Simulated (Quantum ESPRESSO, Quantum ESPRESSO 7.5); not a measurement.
## Mo: work function by face

Which face of Mo holds its electrons most tightly, and does packing explain the order?

Main program and level: Quantum ESPRESSO 7.5; plane-wave DFT, PBE, PseudoDojo norm-conserving pseudopotentials (geometry by pw.x at PBE, GBRV ultrasoft).

**What experiment says.**

“Anisotropic work function of elemental crystals” (2019, arxiv:1902.07811) quotes from earlier work for Mo (clean single-crystal faces): work function of (110) (clean (110) face) 4.95 eV; work function of (100) (clean (100) face, which reconstructs) 4.45 eV; work function of (111) (clean (111) face) 4.52 eV.

Report form: the programs' logs are mostly left out.

## (1) Set-up

The cell holds 7 atoms: 7 Mo. Its edges and angles: a = 2.728 Å, b = 2.728 Å, c = 29.364 Å, α = 90.0°, β = 90.0°, γ = 70.5°. It derives from Mo. Vacuum lies along c.

Structure file:

```cif
data_structure
_symmetry_space_group_name_H-M 'P 1'
_symmetry_Int_Tables_number 1
_cell_length_a 2.7280
_cell_length_b 2.7280
_cell_length_c 29.3643
_cell_angle_alpha 90.000
_cell_angle_beta 90.000
_cell_angle_gamma 70.529
_cell_volume 206.03
loop_
_atom_site_label
_atom_site_type_symbol
_atom_site_fract_x
_atom_site_fract_y
_atom_site_fract_z
_atom_site_occupancy
Mo1 Mo 0.00000 0.00000 0.27244 1
Mo2 Mo 0.50000 0.50000 0.34829 1
Mo3 Mo 0.00000 0.00000 0.42415 1
Mo4 Mo 0.50000 0.50000 0.50000 1
Mo5 Mo 0.00000 0.00000 0.57585 1
Mo6 Mo 0.50000 0.50000 0.65171 1
Mo7 Mo 0.00000 0.00000 0.72756 1
```

## (2) Relaxation with pw.x of (110), PBE

BFGS moves the free atoms until their forces fall under forc_conv_thr; those flagged 0 0 0 are held.

110.relax.in

```
&control
  prefix = '110.relax'
  outdir = './out'
  pseudo_dir = './pseudo'
  nstep = 40
  forc_conv_thr = 0.001
  calculation = 'relax'
/
&system
  ibrav = 0
  nat = 7
  ntyp = 1
  ecutwfc = 40
  ecutrho = 200
  occupations = 'smearing'
  smearing = 'mv'
  degauss = 0.02
/
&electrons
  conv_thr = 1e-07
  mixing_beta = 0.4
  electron_maxstep = 120
  mixing_mode = 'local-TF'
/
&ions
/
ATOMIC_SPECIES
  Mo  95.9500  mo_pbe_v1.uspp.F.UPF
CELL_PARAMETERS angstrom
  2.22738636073762 -1.57500000000000 0.00000000000000
  2.22738636073762 1.57500000000000 0.00000000000000
  0.00000000000000 0.00000000000000 29.36431816442575
ATOMIC_POSITIONS crystal
  Mo  0.000000000000 0.000000000000 0.272439494600
  Mo  0.500000000000 0.500000000000 0.348292996400
  Mo  0.000000000000 0.000000000000 0.424146498200 0 0 0
  Mo  0.500000000000 0.500000000000 0.500000000000 0 0 0
  Mo  0.000000000000 0.000000000000 0.575853501800 0 0 0
  Mo  0.500000000000 0.500000000000 0.651707003600
  Mo  0.000000000000 0.000000000000 0.727560505400
K_POINTS automatic
  12 12 1 0 0 0
```

The run is started by

```sh
$ OMP_NUM_THREADS=1 mpirun -n 4 pw.x -nk 4 -in 110.relax.in > 110.relax.out
```

Run time: 8.4 min. Hardware: 4 MPI ranks of Intel Xeon 6975P-C (Granite Rapids), shared host; peak memory 0.82 GiB.

Relaxation path:

| step | energy less that of the first step (eV) | largest force (eV/Å) |
| --- | --- | --- |
| 1 | 0.0000 | 0.6840 |
| 2 | -0.0282 | 0.4609 |
| 3 | -0.0485 | 0.2542 |
| 4 | -0.0553 | 0.0760 |
| 5 | -0.0556 | 0.0613 |
| 6 | -0.0560 | 0.0524 |
| 7 | -0.0565 | 0.0467 |
| 8 | -0.0570 | 0.0359 |
| 9 | -0.0575 | 0.0188 |

The atoms that moved most (Å):

| atom | dx | dy | dz | length |
| --- | --- | --- | --- | --- |
| Mo1 | 0.000 | 0.000 | 0.058 | 0.058 |
| Mo7 | 0.000 | 0.000 | -0.058 | 0.058 |
| Mo6 | 0.000 | 0.000 | 0.031 | 0.031 |
| Mo2 | 0.000 | 0.000 | -0.031 | 0.031 |

Final coordinates:

```cif
data_structure
_symmetry_space_group_name_H-M 'P 1'
_symmetry_Int_Tables_number 1
_cell_length_a 2.7280
_cell_length_b 2.7280
_cell_length_c 29.3643
_cell_angle_alpha 90.000
_cell_angle_beta 90.000
_cell_angle_gamma 70.529
_cell_volume 206.03
loop_
_atom_site_label
_atom_site_type_symbol
_atom_site_fract_x
_atom_site_fract_y
_atom_site_fract_z
_atom_site_occupancy
Mo1 Mo 0.00000 0.00000 0.27442 1
Mo2 Mo 0.50000 0.50000 0.34725 1
Mo3 Mo 0.00000 0.00000 0.42415 1
Mo4 Mo 0.50000 0.50000 0.50000 1
Mo5 Mo 0.00000 0.00000 0.57585 1
Mo6 Mo 0.50000 0.50000 0.65275 1
Mo7 Mo 0.00000 0.00000 0.72558 1
```

The relaxation lowers the energy by 8 meV an atom. On the free atoms the largest force ends at 0.019 eV/Å.

Read from the output:

- free energy: -13268.1929 eV
- Fermi energy: 9.265 eV

## (3) Self-consistent run of (110), PBE

Both faces of the slab are alike, so a plain periodic cell serves and symmetry is kept.

Level of this step: plane-wave DFT, PBE, PseudoDojo norm-conserving pseudopotentials (Quantum ESPRESSO 7.5).

110.pbe.in

```
&control
  prefix = '110.pbe'
  outdir = './out'
  pseudo_dir = './pseudo'
  calculation = 'scf'
  tprnfor = .true.
/
&system
  ibrav = 0
  nat = 7
  ntyp = 1
  ecutwfc = 72
  ecutrho = 288
  occupations = 'smearing'
  smearing = 'mv'
  degauss = 0.02
/
&electrons
  conv_thr = 1e-07
  mixing_beta = 0.4
  electron_maxstep = 120
  mixing_mode = 'local-TF'
/
ATOMIC_SPECIES
  Mo  95.9500  Mo.dojo-sr-pbe-0.4.1-standard.upf
CELL_PARAMETERS angstrom
  2.22738636073762 -1.57500000000000 0.00000000000000
  2.22738636073762 1.57500000000000 0.00000000000000
  0.00000000000000 0.00000000000000 29.36431816442575
ATOMIC_POSITIONS crystal
  Mo  0.000000000000 0.000000000000 0.274420852800
  Mo  0.500000000000 0.500000000000 0.347246415600
  Mo  0.000000000000 0.000000000000 0.424146498200
  Mo  0.500000000000 0.500000000000 0.500000000000
  Mo  0.000000000000 0.000000000000 0.575853501800
  Mo  0.500000000000 0.500000000000 0.652753584400
  Mo  0.000000000000 0.000000000000 0.725579147200
K_POINTS automatic
  12 12 1 0 0 0
```

The run is started by

```sh
$ OMP_NUM_THREADS=1 mpirun -n 4 pw.x -nk 4 -in 110.pbe.in > 110.pbe.out
```

It took 3.2 min on 4 MPI ranks; peak memory 1.3 GiB.

Numbers from this step:

| Property | Result |
| --- | --- |
| free energy | -13384.1383 eV |
| Fermi energy | 9.277 eV |

## (4) Electrostatic potential of (110)

The vacuum level is read from the electrostatic potential (plot_num = 11), averaged over planes.

110.pbe.pot.in

```
&inputpp
  prefix = '110.pbe'
  outdir = './out'
  filplot = '110.pbe.pot.dat'
  plot_num = 11
/
```

The run is started by

```sh
$ OMP_NUM_THREADS=1 mpirun -n 4 pp.x -in 110.pbe.pot.in > 110.pbe.pot.out
```

Elapsed: 1.1 s, on 4 MPI ranks; peak memory 0.09 GiB; 3.7 s of CPU time.

This step gave:

| Property | Result |
| --- | --- |
| work function of the upper face | 4.543 eV |
| slope of the potential above | 5.82e-4 eV/Å |
| upper vacuum line continued to the top atoms, over the Fermi level | 4.540 eV |
| work function of the lower face | 4.544 eV |
| slope of the potential below | -3.86e-4 eV/Å |
| lower vacuum line continued to the bottom atoms, over the Fermi level | 4.541 eV |

The potential energy, planar mean oscillates, so the rows of the table below give means over windows of 2.25 Å about each position, cut where the curve ends. Its maxima inside the range that stand out by 2 % of the span (Å: eV): 9.1: -3.01, 11.4: -2.01, 13.6: -2.22, 15.8: -2.22, 18.0: -2.01, 20.3: -3.01. Its minima: 8.0: -39.8, 10.2: -40.3, 12.4: -40.2, 14.7: -40.2, 16.9: -40.2, 19.2: -40.3, 21.3: -39.8.

Electrostatic potential energy of an electron; zero at the Fermi level. Potential energy, planar mean against z; means over each step:

z (Å), potential energy, planar mean (eV) and a bar from the least value:
```
     1.12        4.5 ##############################
     3.38        4.5 ##############################
     5.62        4.0 #############################
     7.88      -16.5 #
    10.12      -17.3 
    12.38      -17.0 
    14.62      -17.1 
    16.88      -17.0 
    19.12      -17.2 
    21.38      -16.7 #
    23.62        3.9 #############################
    25.88        4.5 ##############################
    28.12        4.5 ##############################
```

## (5) SCF with pw.x of (110), LDA

The same atoms under a second functional.

Level of this step: plane-wave DFT, LDA, PseudoDojo norm-conserving pseudopotentials (Quantum ESPRESSO 7.5).

110.lda.in, as its differences from the input of step 3:

```diff
@@ -1,3 +1,3 @@
 &control
-  prefix = '110.pbe'
+  prefix = '110.lda'
   outdir = './out'
@@ -24,3 +24,3 @@
 ATOMIC_SPECIES
-  Mo  95.9500  Mo.dojo-sr-pbe-0.4.1-standard.upf
+  Mo  95.9500  Mo.dojo-sr-lda-0.4.1-standard.upf
 CELL_PARAMETERS angstrom
```

The run is started by

```sh
$ OMP_NUM_THREADS=1 mpirun -n 4 pw.x -nk 4 -in 110.lda.in > 110.lda.out
```

Wall time 3.1 min (4 MPI ranks); peak memory 1.3 GiB.

This step gave:

- free energy: -13401.0917 eV
- Fermi energy: 8.988 eV

## (6) Potential by pp.x of (110)

110.lda.pot.in

```
&inputpp
  prefix = '110.lda'
  outdir = './out'
  filplot = '110.lda.pot.dat'
  plot_num = 11
/
```

The run is started by

```sh
$ OMP_NUM_THREADS=1 mpirun -n 4 pp.x -in 110.lda.pot.in > 110.lda.pot.out
```

It took 1.2 s on 4 MPI ranks; peak memory 0.11 GiB.

This step gave:

```
work function of the upper face                                       : 4.839 eV
slope of the potential above                                          : 4.78e-4 eV/Å
upper vacuum line continued to the top atoms, over the Fermi level    : 4.836 eV
work function of the lower face                                       : 4.839 eV
slope of the potential below                                          : -3.15e-4 eV/Å
lower vacuum line continued to the bottom atoms, over the Fermi level : 4.837 eV
```

On (110) the work function under LDA lies +0.30 eV from PBE's.

## (7) Relaxation with pw.x of (100), PBE

Level of this step: plane-wave DFT, PBE, GBRV ultrasoft pseudopotentials (Quantum ESPRESSO 7.5).

System of this step: Mo(100), 5 layers. The cell holds 5 atoms: 5 Mo. Its edges and angles: a = 3.150 Å, b = 3.150 Å, c = 22.300 Å, α = 90.0°, β = 90.0°, γ = 90.0°. It derives from Mo. Vacuum lies along c.

100.relax.in

```
&control
  prefix = '100.relax'
  outdir = './out'
  pseudo_dir = './pseudo'
  nstep = 40
  forc_conv_thr = 0.001
  calculation = 'relax'
/
&system
  ibrav = 0
  nat = 5
  ntyp = 1
  ecutwfc = 40
  ecutrho = 200
  occupations = 'smearing'
  smearing = 'mv'
  degauss = 0.02
/
&electrons
  conv_thr = 1e-07
  mixing_beta = 0.4
  electron_maxstep = 120
  mixing_mode = 'local-TF'
/
&ions
/
ATOMIC_SPECIES
  Mo  95.9500  mo_pbe_v1.uspp.F.UPF
CELL_PARAMETERS angstrom
  3.15000000000000 0.00000000000000 0.00000000000000
  0.00000000000000 3.15000000000000 0.00000000000000
  0.00000000000000 0.00000000000000 22.30000000000000
ATOMIC_POSITIONS crystal
  Mo  0.000000000000 0.000000000000 0.358744394619
  Mo  0.500000000000 0.500000000000 0.429372197309
  Mo  0.000000000000 0.000000000000 0.500000000000 0 0 0
  Mo  0.500000000000 0.500000000000 0.570627802691
  Mo  0.000000000000 0.000000000000 0.641255605381
K_POINTS automatic
  10 10 1 0 0 0
```

The run is started by

```sh
$ OMP_NUM_THREADS=1 mpirun -n 4 pw.x -nk 4 -in 100.relax.in > 100.relax.out
```

It took 4.5 min on 4 MPI ranks; peak memory 0.68 GiB.

The steps of the relaxation:

| step | energy less that of the first step (eV) | largest force (eV/Å) |
| --- | --- | --- |
| 1 | 0.0000 | 1.2680 |
| 2 | -0.1087 | 0.9730 |
| 3 | -0.1777 | 0.6368 |
| 4 | -0.2098 | 0.2970 |
| 5 | -0.2135 | 0.2502 |
| 6 | -0.2172 | 0.2088 |
| 7 | -0.2213 | 0.1526 |
| 8 | -0.2252 | 0.0693 |
| 9 | -0.2263 | 0.0054 |

The atoms that moved most (Å):

| atom | dx | dy | dz | length |
| --- | --- | --- | --- | --- |
| Mo1 | 0.000 | 0.000 | 0.137 | 0.137 |
| Mo5 | 0.000 | 0.000 | -0.137 | 0.137 |
| Mo2 | 0.000 | 0.000 | -0.033 | 0.033 |
| Mo4 | 0.000 | 0.000 | 0.033 | 0.033 |

The relaxation lowers the energy by 45 meV an atom. On the free atoms the largest force ends at 0.005 eV/Å.

Read from the output:

- free energy: -9474.8941 eV
- Fermi energy: 5.079 eV

## (8) Self-consistent run of (100), PBE

Level of this step: plane-wave DFT, PBE, PseudoDojo norm-conserving pseudopotentials (Quantum ESPRESSO 7.5).

100.pbe.in

```
&control
  prefix = '100.pbe'
  outdir = './out'
  pseudo_dir = './pseudo'
  calculation = 'scf'
  tprnfor = .true.
/
&system
  ibrav = 0
  nat = 5
  ntyp = 1
  ecutwfc = 72
  ecutrho = 288
  occupations = 'smearing'
  smearing = 'mv'
  degauss = 0.02
/
&electrons
  conv_thr = 1e-07
  mixing_beta = 0.4
  electron_maxstep = 120
  mixing_mode = 'local-TF'
/
ATOMIC_SPECIES
  Mo  95.9500  Mo.dojo-sr-pbe-0.4.1-standard.upf
CELL_PARAMETERS angstrom
  3.15000000000000 0.00000000000000 0.00000000000000
  0.00000000000000 3.15000000000000 0.00000000000000
  0.00000000000000 0.00000000000000 22.30000000000000
ATOMIC_POSITIONS crystal
  Mo  0.000000000000 0.000000000000 0.364888382500
  Mo  0.500000000000 0.500000000000 0.427877098300
  Mo  0.000000000000 0.000000000000 0.500000000000
  Mo  0.500000000000 0.500000000000 0.572122901700
  Mo  0.000000000000 0.000000000000 0.635111617500
K_POINTS automatic
  10 10 1 0 0 0
```

The run is started by

```sh
$ OMP_NUM_THREADS=1 mpirun -n 4 pw.x -nk 4 -in 100.pbe.in > 100.pbe.out
```

Run time: 1.7 min. Hardware: 4 MPI ranks; peak memory 0.89 GiB; 6.9 min of CPU time.

Read from the output:

- free energy: -9557.7132 eV
- Fermi energy: 5.1 eV

## (9) Potential by pp.x of (100)

100.pbe.pot.in

```
&inputpp
  prefix = '100.pbe'
  outdir = './out'
  filplot = '100.pbe.pot.dat'
  plot_num = 11
/
```

The run is started by

```sh
$ OMP_NUM_THREADS=1 mpirun -n 4 pp.x -in 100.pbe.pot.in > 100.pbe.pot.out
```

Wall time 1.5 s (4 MPI ranks); peak memory 0.11 GiB.

Numbers from this step:

| Quantity | Value |
| --- | --- |
| work function of the upper face | 3.885 eV |
| slope of the potential above | 8.01e-4 eV/Å |
| upper vacuum line continued to the top atoms, over the Fermi level | 3.881 eV |
| work function of the lower face | 3.885 eV |
| slope of the potential below | -6.36e-4 eV/Å |
| lower vacuum line continued to the bottom atoms, over the Fermi level | 3.882 eV |

The potential energy, planar mean oscillates, so the rows of the table below give means over windows of 1.49 Å about each position, cut where the curve ends. Its maxima inside the range that stand out by 2 % of the span (Å: eV): 8.8: -10.9, 10.3: -7.67, 12.0: -7.67, 13.5: -10.9. Its minima: 8.2: -27.8, 9.6: -28.2, 11.2: -28.1, 12.7: -28.2, 14.1: -27.8.

Electrostatic potential energy of an electron; zero at the Fermi level. Potential energy, planar mean against z; means over each step:

| z (Å) | potential energy, planar mean (eV) |
| --- | --- |
| 0.74 | 3.89 |
| 2.23 | 3.89 |
| 3.72 | 3.88 |
| 5.21 | 3.79 |
| 6.70 | 1.47 |
| 8.19 | -17.6 |
| 9.68 | -17.9 |
| 11.17 | -17.6 |
| 12.66 | -18.0 |
| 14.15 | -17.4 |
| 15.64 | 1.73 |
| 17.13 | 3.80 |
| 18.62 | 3.88 |
| 20.11 | 3.89 |
| 21.60 | 3.89 |

## (10) Self-consistent run of (100), LDA

Level of this step: plane-wave DFT, LDA, PseudoDojo norm-conserving pseudopotentials (Quantum ESPRESSO 7.5).

100.lda.in, as its differences from the input of step 8:

```diff
@@ -1,3 +1,3 @@
 &control
-  prefix = '100.pbe'
+  prefix = '100.lda'
   outdir = './out'
@@ -24,3 +24,3 @@
 ATOMIC_SPECIES
-  Mo  95.9500  Mo.dojo-sr-pbe-0.4.1-standard.upf
+  Mo  95.9500  Mo.dojo-sr-lda-0.4.1-standard.upf
 CELL_PARAMETERS angstrom
```

The run is started by

```sh
$ OMP_NUM_THREADS=1 mpirun -n 4 pw.x -nk 4 -in 100.lda.in > 100.lda.out
```

Elapsed: 100 s, on 4 MPI ranks; peak memory 0.89 GiB; 6.6 min of CPU time.

This step gave:

```
free energy  : -9569.5316 eV
Fermi energy : 4.793 eV
```

## (11) Electrostatic potential of (100)

100.lda.pot.in

```
&inputpp
  prefix = '100.lda'
  outdir = './out'
  filplot = '100.lda.pot.dat'
  plot_num = 11
/
```

The run is started by

```sh
$ OMP_NUM_THREADS=1 mpirun -n 4 pp.x -in 100.lda.pot.in > 100.lda.pot.out
```

Run time: 1.4 s. Hardware: 4 MPI ranks; peak memory 0.12 GiB.

This step gave:

```
work function of the upper face                                       : 4.207 eV
slope of the potential above                                          : 6.32e-4 eV/Å
upper vacuum line continued to the top atoms, over the Fermi level    : 4.203 eV
work function of the lower face                                       : 4.207 eV
slope of the potential below                                          : -5.00e-4 eV/Å
lower vacuum line continued to the bottom atoms, over the Fermi level : 4.204 eV
```

On (100) the work function under LDA lies +0.32 eV from PBE's.

## (12) Relaxing the ions of (111), PBE

Level of this step: plane-wave DFT, PBE, GBRV ultrasoft pseudopotentials (Quantum ESPRESSO 7.5).

System of this step: Mo(111), 9 layers. The cell holds 9 atoms: 9 Mo. Cell: a = 4.455 Å, b = 4.455 Å, c = 23.275 Å, α = 90.0°, β = 90.0°, γ = 60.0°. It derives from Mo. Vacuum lies along c.

111.relax.in

```
&control
  prefix = '111.relax'
  outdir = './out'
  pseudo_dir = './pseudo'
  nstep = 40
  forc_conv_thr = 0.001
  calculation = 'relax'
/
&system
  ibrav = 0
  nat = 9
  ntyp = 1
  ecutwfc = 40
  ecutrho = 200
  occupations = 'smearing'
  smearing = 'mv'
  degauss = 0.02
/
&electrons
  conv_thr = 1e-07
  mixing_beta = 0.4
  electron_maxstep = 120
  mixing_mode = 'local-TF'
/
&ions
/
ATOMIC_SPECIES
  Mo  95.9500  mo_pbe_v1.uspp.F.UPF
CELL_PARAMETERS angstrom
  4.45477272147525 0.00000000000000 0.00000000000000
  2.22738636073762 3.85794634488350 0.00000000000000
  0.00000000000000 0.00000000000000 23.27461339178928
ATOMIC_POSITIONS crystal
  Mo  0.333333333300 0.333333333300 0.343722143321
  Mo  0.666666666700 0.666666666700 0.382791607491
  Mo  0.000000000000 0.000000000000 0.421861071661 0 0 0
  Mo  0.333333333300 0.333333333300 0.460930535830 0 0 0
  Mo  0.666666666700 0.666666666700 0.500000000000 0 0 0
  Mo  0.000000000000 0.000000000000 0.539069464170 0 0 0
  Mo  0.333333333300 0.333333333300 0.578138928339 0 0 0
  Mo  0.666666666700 0.666666666700 0.617208392509
  Mo  0.000000000000 0.000000000000 0.656277856679
K_POINTS automatic
  6 6 1 0 0 0
```

The run is started by

```sh
$ OMP_NUM_THREADS=1 mpirun -n 4 pw.x -nk 2 -in 111.relax.in > 111.relax.out
```

The job ended after 6.8 min (4 MPI ranks; peak memory 0.87 GiB; 27 min of CPU time).

The steps of the relaxation:

| step | energy less that of the first step (eV) | largest force (eV/Å) |
| --- | --- | --- |
| 1 | 0.0000 | 1.9850 |
| 2 | -0.1488 | 1.6492 |
| 3 | -0.2818 | 1.2855 |
| 4 | -0.4276 | 0.7260 |
| 5 | -0.5158 | 0.6093 |
| 6 | -0.5280 | 0.4449 |
| 7 | -0.5359 | 0.2848 |
| 8 | -0.5411 | 0.0317 |
| 9 | -0.5412 | 0.0007 |

The atoms that moved most (Å):

| atom | dx | dy | dz | length |
| --- | --- | --- | --- | --- |
| Mo1 | 0.000 | 0.000 | 0.252 | 0.252 |
| Mo9 | 0.000 | 0.000 | -0.252 | 0.252 |
| Mo8 | 0.000 | 0.000 | -0.081 | 0.081 |
| Mo2 | 0.000 | 0.000 | 0.081 | 0.081 |

The relaxation lowers the energy by 60 meV an atom. On the free atoms the largest force ends at 0.001 eV/Å.

Read from the output:

| Quantity | Value |
| --- | --- |
| free energy | -17055.5282 eV |
| Fermi energy | 5.048 eV |

## (13) Ground state of (111), PBE

Level of this step: plane-wave DFT, PBE, PseudoDojo norm-conserving pseudopotentials (Quantum ESPRESSO 7.5).

111.pbe.in

```
&control
  prefix = '111.pbe'
  outdir = './out'
  pseudo_dir = './pseudo'
  calculation = 'scf'
  tprnfor = .true.
/
&system
  ibrav = 0
  nat = 9
  ntyp = 1
  ecutwfc = 72
  ecutrho = 288
  occupations = 'smearing'
  smearing = 'mv'
  degauss = 0.02
/
&electrons
  conv_thr = 1e-07
  mixing_beta = 0.4
  electron_maxstep = 120
  mixing_mode = 'local-TF'
/
ATOMIC_SPECIES
  Mo  95.9500  Mo.dojo-sr-pbe-0.4.1-standard.upf
CELL_PARAMETERS angstrom
  4.45477272147525 0.00000000000000 0.00000000000000
  2.22738636073762 3.85794634488350 0.00000000000000
  0.00000000000000 0.00000000000000 23.27461339178928
ATOMIC_POSITIONS crystal
  Mo  0.333333333300 0.333333333300 0.354553635600
  Mo  0.666666666700 0.666666666700 0.386257173600
  Mo  0.000000000000 0.000000000000 0.421861071700
  Mo  0.333333333300 0.333333333300 0.460930535800
  Mo  0.666666666700 0.666666666700 0.500000000000
  Mo  0.000000000000 0.000000000000 0.539069464200
  Mo  0.333333333300 0.333333333300 0.578138928300
  Mo  0.666666666700 0.666666666700 0.613742826400
  Mo  0.000000000000 0.000000000000 0.645446364400
K_POINTS automatic
  6 6 1 0 0 0
```

The run is started by

```sh
$ OMP_NUM_THREADS=1 mpirun -n 4 pw.x -nk 2 -in 111.pbe.in > 111.pbe.out
```

The job ended after 2.3 min (4 MPI ranks; peak memory 1.1 GiB).

This step gave:

```
free energy  : -17204.5987 eV
Fermi energy : 5.066 eV
```

(Continued in part 2 of 2.)

[Logs are printed without paths, hosts, clocks, repeated set-up lines and the standing remarks that a program may print on its own settings, such as how far it seeks lower states.]

[Hosts, paths, dates, database ids (printed as entryN), source tags and the programs' standing remarks are cut or masked in the printed files.]

[Maps of the electrostatic potential energy from Ansatz leave out the sawtooth potential of an applied field or a dipole correction, so their vacuum need not be flat; planar profiles and work functions include it.]
